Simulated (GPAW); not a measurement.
# Quasiparticle gap of SrGaSnH (P3m1) in GPAW, part 2 of 2

Wanted: ground state, empty states, screening and self-energy for SrGaSnH (P3m1).

GPAW 26.7.0; LDA and many-body steps on it, plane waves. Known limits of the many-body steps: not at the basis limit; no spin-orbit coupling; coarse k mesh.

So far. Step 3 (Bands along the symmetry lines): The gap is 0.286 eV, as in the run before at this level. Step 4 (Empty states on the mesh, 3×3×2 mesh, 117 bands): On this mesh the gap is 0.286 eV.

## (5) Screening and self-energy, 3×3×2 mesh, 107 bands, screening to 65 eV

Now the one-shot GW correction: screening in the RPA, then the self-energy of the levels asked for.

This step: G0W0 on LDA, plane waves, PAW.

run.py reads:

```python
import json
import numpy as np
from gpaw.mpi import world
from gpaw.response.g0w0 import G0W0

gw = G0W0('full.gpw',
    filename='gw',
    kpts=[0, 1],
    bands=(12, 16),
    ecut=65,
    nbands=107,
    integrate_gamma='WS',
    ppa=True)
gw.calculate()
res = {mode: {k: v for k, v in r.items() if k != 'sigma_eskwn'}
       for mode, r in gw.all_results.items()}

if world.rank == 0:
    with open('result.json', 'w') as f:
        json.dump(res, f, default=lambda x: x.tolist())
```

Started as:

```bash
> mpirun -n 4 gpaw python run.py
```

Numbers of over 12 decimals in the logs are rounded to 6 here.

The log of the run:

```text
Using integrator: PointIntegrator
FrequencyGridDescriptor(from 0.000+0.000j to 0.000+27.211j eV, 2 points)
Nonperiodic BCs:  [False False False]
Using integrator: PointIntegrator
FrequencyGridDescriptor(from 0.000+0.000j to 0.000+27.211j eV, 2 points)
Nonperiodic BCs:  [False False False]
  ___  _ _ _
 |   || | | |
 | | || | | |
 |__ ||_____|
 |___|

BZ k-points: Symmetries present (total): 6

  [... matrices ...]
18 k-points: 3 x 3 x 2 Monkhorst-Pack grid + [0.000000,0.000000,1/4]
6 k-points in the irreducible part of the Brillouin zone
       k-points in crystal coordinates                weights
   0:     0.00000000    0.00000000    0.00000000          1/18
   1:     0.00000000    0.00000000    0.50000000          1/18
   2:     0.33333333    0.00000000    0.00000000          6/18
   3:     0.33333333    0.00000000    0.50000000          6/18
   4:     0.33333333    0.33333333    0.00000000          2/18
   5:     0.33333333    0.33333333    0.50000000          2/18

Distributing spins, k-points and bands (1 x 2 x 4) over 4 processes
Number of blocks: 1

Quasi particle states:
k-points (IBZ indices): [0, 1]
Band range: (12, 16)
  [... matrices ...]
Computational parameters:
Plane wave cut-off: 65 eV
Number of bands: 107
Coulomb cutoff: None
Broadening: 0.1 eV

fxc modes: GW
Kernel: RPA
Using Godby-Needs plasmon-pole approximation:
  Fitting energy: i*E0, E0 = 1.000 Hartree
Summing all q:

Calculating screened Coulomb potential
No Coulomb truncation
FrequencyGridDescriptor(from 0.000+0.000j to 0.000+27.211j eV, 2 points)
Removing empty qpoint cache files...

Calculating chi0 body with:
    Ground state adapter containing:
    Number of spins: 1
    Number of kpoints: 18
    Number of irreducible kpoints: 6
    Number of completely occupied states: 14
    Number of partially occupied states: 14
    Occupied states memory: 4.671936 M / cpu

    Linear response parametrization:
    q_c: [0.0, 0.0, 0.0]
    Number of frequency points: 2
    Planewave cutoff: 65.0
    Number of bands: 107
    Number of planewaves: 109
    Broadening (eta): 1e-06
    comm.size: 4
    kncomm.size: 4
    blockcomm.size: 1

    Memory estimate of potentially large arrays:
        chi0_wGG: 0.362579 M / cpu
Integrating chi0 body.

Symmetries of q_c:
    Direct symmetries (Uq -> q): 6
    Indirect symmetries (TUq -> q): 6
In total 12 allowed symmetries.

  [... matrices ...]
6 groups of equivalent kpoints. 66.666667% reduction.

Integral kind: response function
Integrating chi0 head and wings.

Symmetries of q_c:
    Direct symmetries (Uq -> q): 6
    Indirect symmetries (TUq -> q): 6
In total 12 allowed symmetries.

  [... matrices ...]
6 groups of equivalent kpoints. 66.666667% reduction.

Integral kind: response function wings

Calculating chi0 body with:
    Ground state adapter containing:
    Number of spins: 1
    Number of kpoints: 18
    Number of irreducible kpoints: 6
    Number of completely occupied states: 14
    Number of partially occupied states: 14
    Occupied states memory: 4.671936 M / cpu

[... the further q-points ...]

Results:
f:      Occupation numbers
eps:     KS-eigenvalues [eV]
vxc:     KS vxc [eV]
exx:     Exact exchange [eV]
sigma:   Self-energies [eV]
dsigma:  Self-energy derivatives
Z:       Renormalization factors
qp:      QP-energies [eV]

k-point 0 (0): (0.000, 0.000, 0.000)                GW
band       f     eps     vxc     exx   sigma  dsigma       Z      qp
                                                                   GW
  12   1.000   4.779 -12.277 -12.995   0.845  -0.269   0.788   4.879
  13   1.000   4.779 -12.277 -12.995   0.845  -0.269   0.788   4.879
  14   0.000   6.016 -12.765  -8.456  -3.497  -0.270   0.788   6.656
  15   0.000   8.289 -12.157  -7.642  -3.960  -0.275   0.785   8.725

k-point 1 (1): (0.000, 0.000, 0.500)                GW
band       f     eps     vxc     exx   sigma  dsigma       Z      qp
                                                                   GW
  12   1.000   5.376 -12.985 -13.751   0.883  -0.266   0.790   5.469
  13   1.000   5.376 -12.985 -13.751   0.883  -0.266   0.790   5.468
  14   0.000   5.662 -14.704 -10.004  -3.453  -0.267   0.789   6.646
  15   0.000   6.742 -11.730  -7.365  -3.662  -0.261   0.793   7.300
```

Wall time 22 s (4 MPI ranks of AMD EPYC 7R43, shared host); peak memory 1.5 GiB.

Numbers from this step:

| Property | Result |
| --- | --- |
| G0W0 gap on the points computed | 1.177 eV |
| least direct G0W0 gap on the computed points | 1.177 eV |
| Z at the valence top | 0.7899 |
| Z at the conduction bottom | 0.7893 |
| starting gap on the mesh | 0.2856 eV |
| k of the valence top | 0, 0, 0.5 |
| k of the conduction bottom | 0, 0, 0.5 |

The gap on the mesh goes from 0.29 eV to 1.18 eV, a correction of +0.89 eV.

Limits: finite bands, cutoff and mesh; no spin-orbit coupling; coarse k mesh. v1 is the top filled band, c1 the lowest empty one. Levels before and after the correction, in eV, zero at the valence-band top of each column:

|  | conduction bottom | valence top |
| --- | --- | --- |
| Kohn-Sham | 0.29 | 0.00 |
| G0W0 | 1.18 | 0.00 |

|  | level | energy (eV) |
| --- | --- | --- |
| Kohn-Sham | (0 0 0.5) v2-v1 | 0.000 |
| Kohn-Sham | (0 0 0.5) c1 | 0.286 |
| Kohn-Sham | (0 0 0.5) c2 | 1.366 |
| G0W0 | (0 0 0.5) v2-v1 | 0.000 |
| G0W0 | (0 0 0.5) c1 | 1.177 |
| G0W0 | (0 0 0.5) c2 | 1.831 |

## (6) Where the time went

Times are wall times on 4 MPI ranks of AMD EPYC 7R43, shared host, good to a factor of about two.

| step | time | share | memory (GiB) |
| --- | --- | --- | --- |
| ground state | 14 s | 17 % | 0.8 |
| bands along the symmetry lines | 22 s | 28 % | 0.95 |
| empty states on the mesh | 22 s | 27 % | 0.82 |
| screening and self-energy | 22 s | 27 % | 1.5 |

## (7) Outcome

```yaml
lda_gap: 0.29 eV, direct
g0w0_gap_on_the_mesh: 1.18 eV
gw_settings: 3×3×2 mesh, 107 bands, screening to 65 eV, Godby-Needs plasmon pole
known_limits: not at the basis limit; no spin-orbit coupling; coarse k mesh
```

**Reading.** G0W0 moves the gap on the mesh from 0.29 eV to 1.18 eV (+0.89 eV), with Z of 0.79 and 0.79 at the edges. Only 2 of the mesh's irreducible points were corrected, so a valley elsewhere could overtake. Bands and cutoff are finite, so the gap is not at the basis limit. The miss can reach some tenths of an eV and take either sign; the mesh is an error of its own. These stock PAW sets were not made for GW; the filled d or f shell of Ga lies in the frozen core, which bears on start and correction. In the G0W0 run levels were corrected at 2 k points alone, so a gap called «on the mesh» is the least over those, and an edge elsewhere would be missed. The 3×3×2 mesh is coarse for this cell, which bears on the long-range parts of exchange and screening. The many-body steps are scalar-relativistic: spin-orbit coupling is not in them.

[Paths, hosts, dates, memory and timing lines, banners, echoed tables and standing remarks are left out of the program output.]

[Logs are printed without paths, hosts, clocks, repeated set-up lines and the standing remarks that a program may print on its own settings, such as how far it seeks lower states.]

[Runs of the session that timed out or met a known fault of the program may be left out.]

[Hosts, paths, dates, database ids (printed as entryN), source tags and the programs' standing remarks are cut or masked in the printed files.]
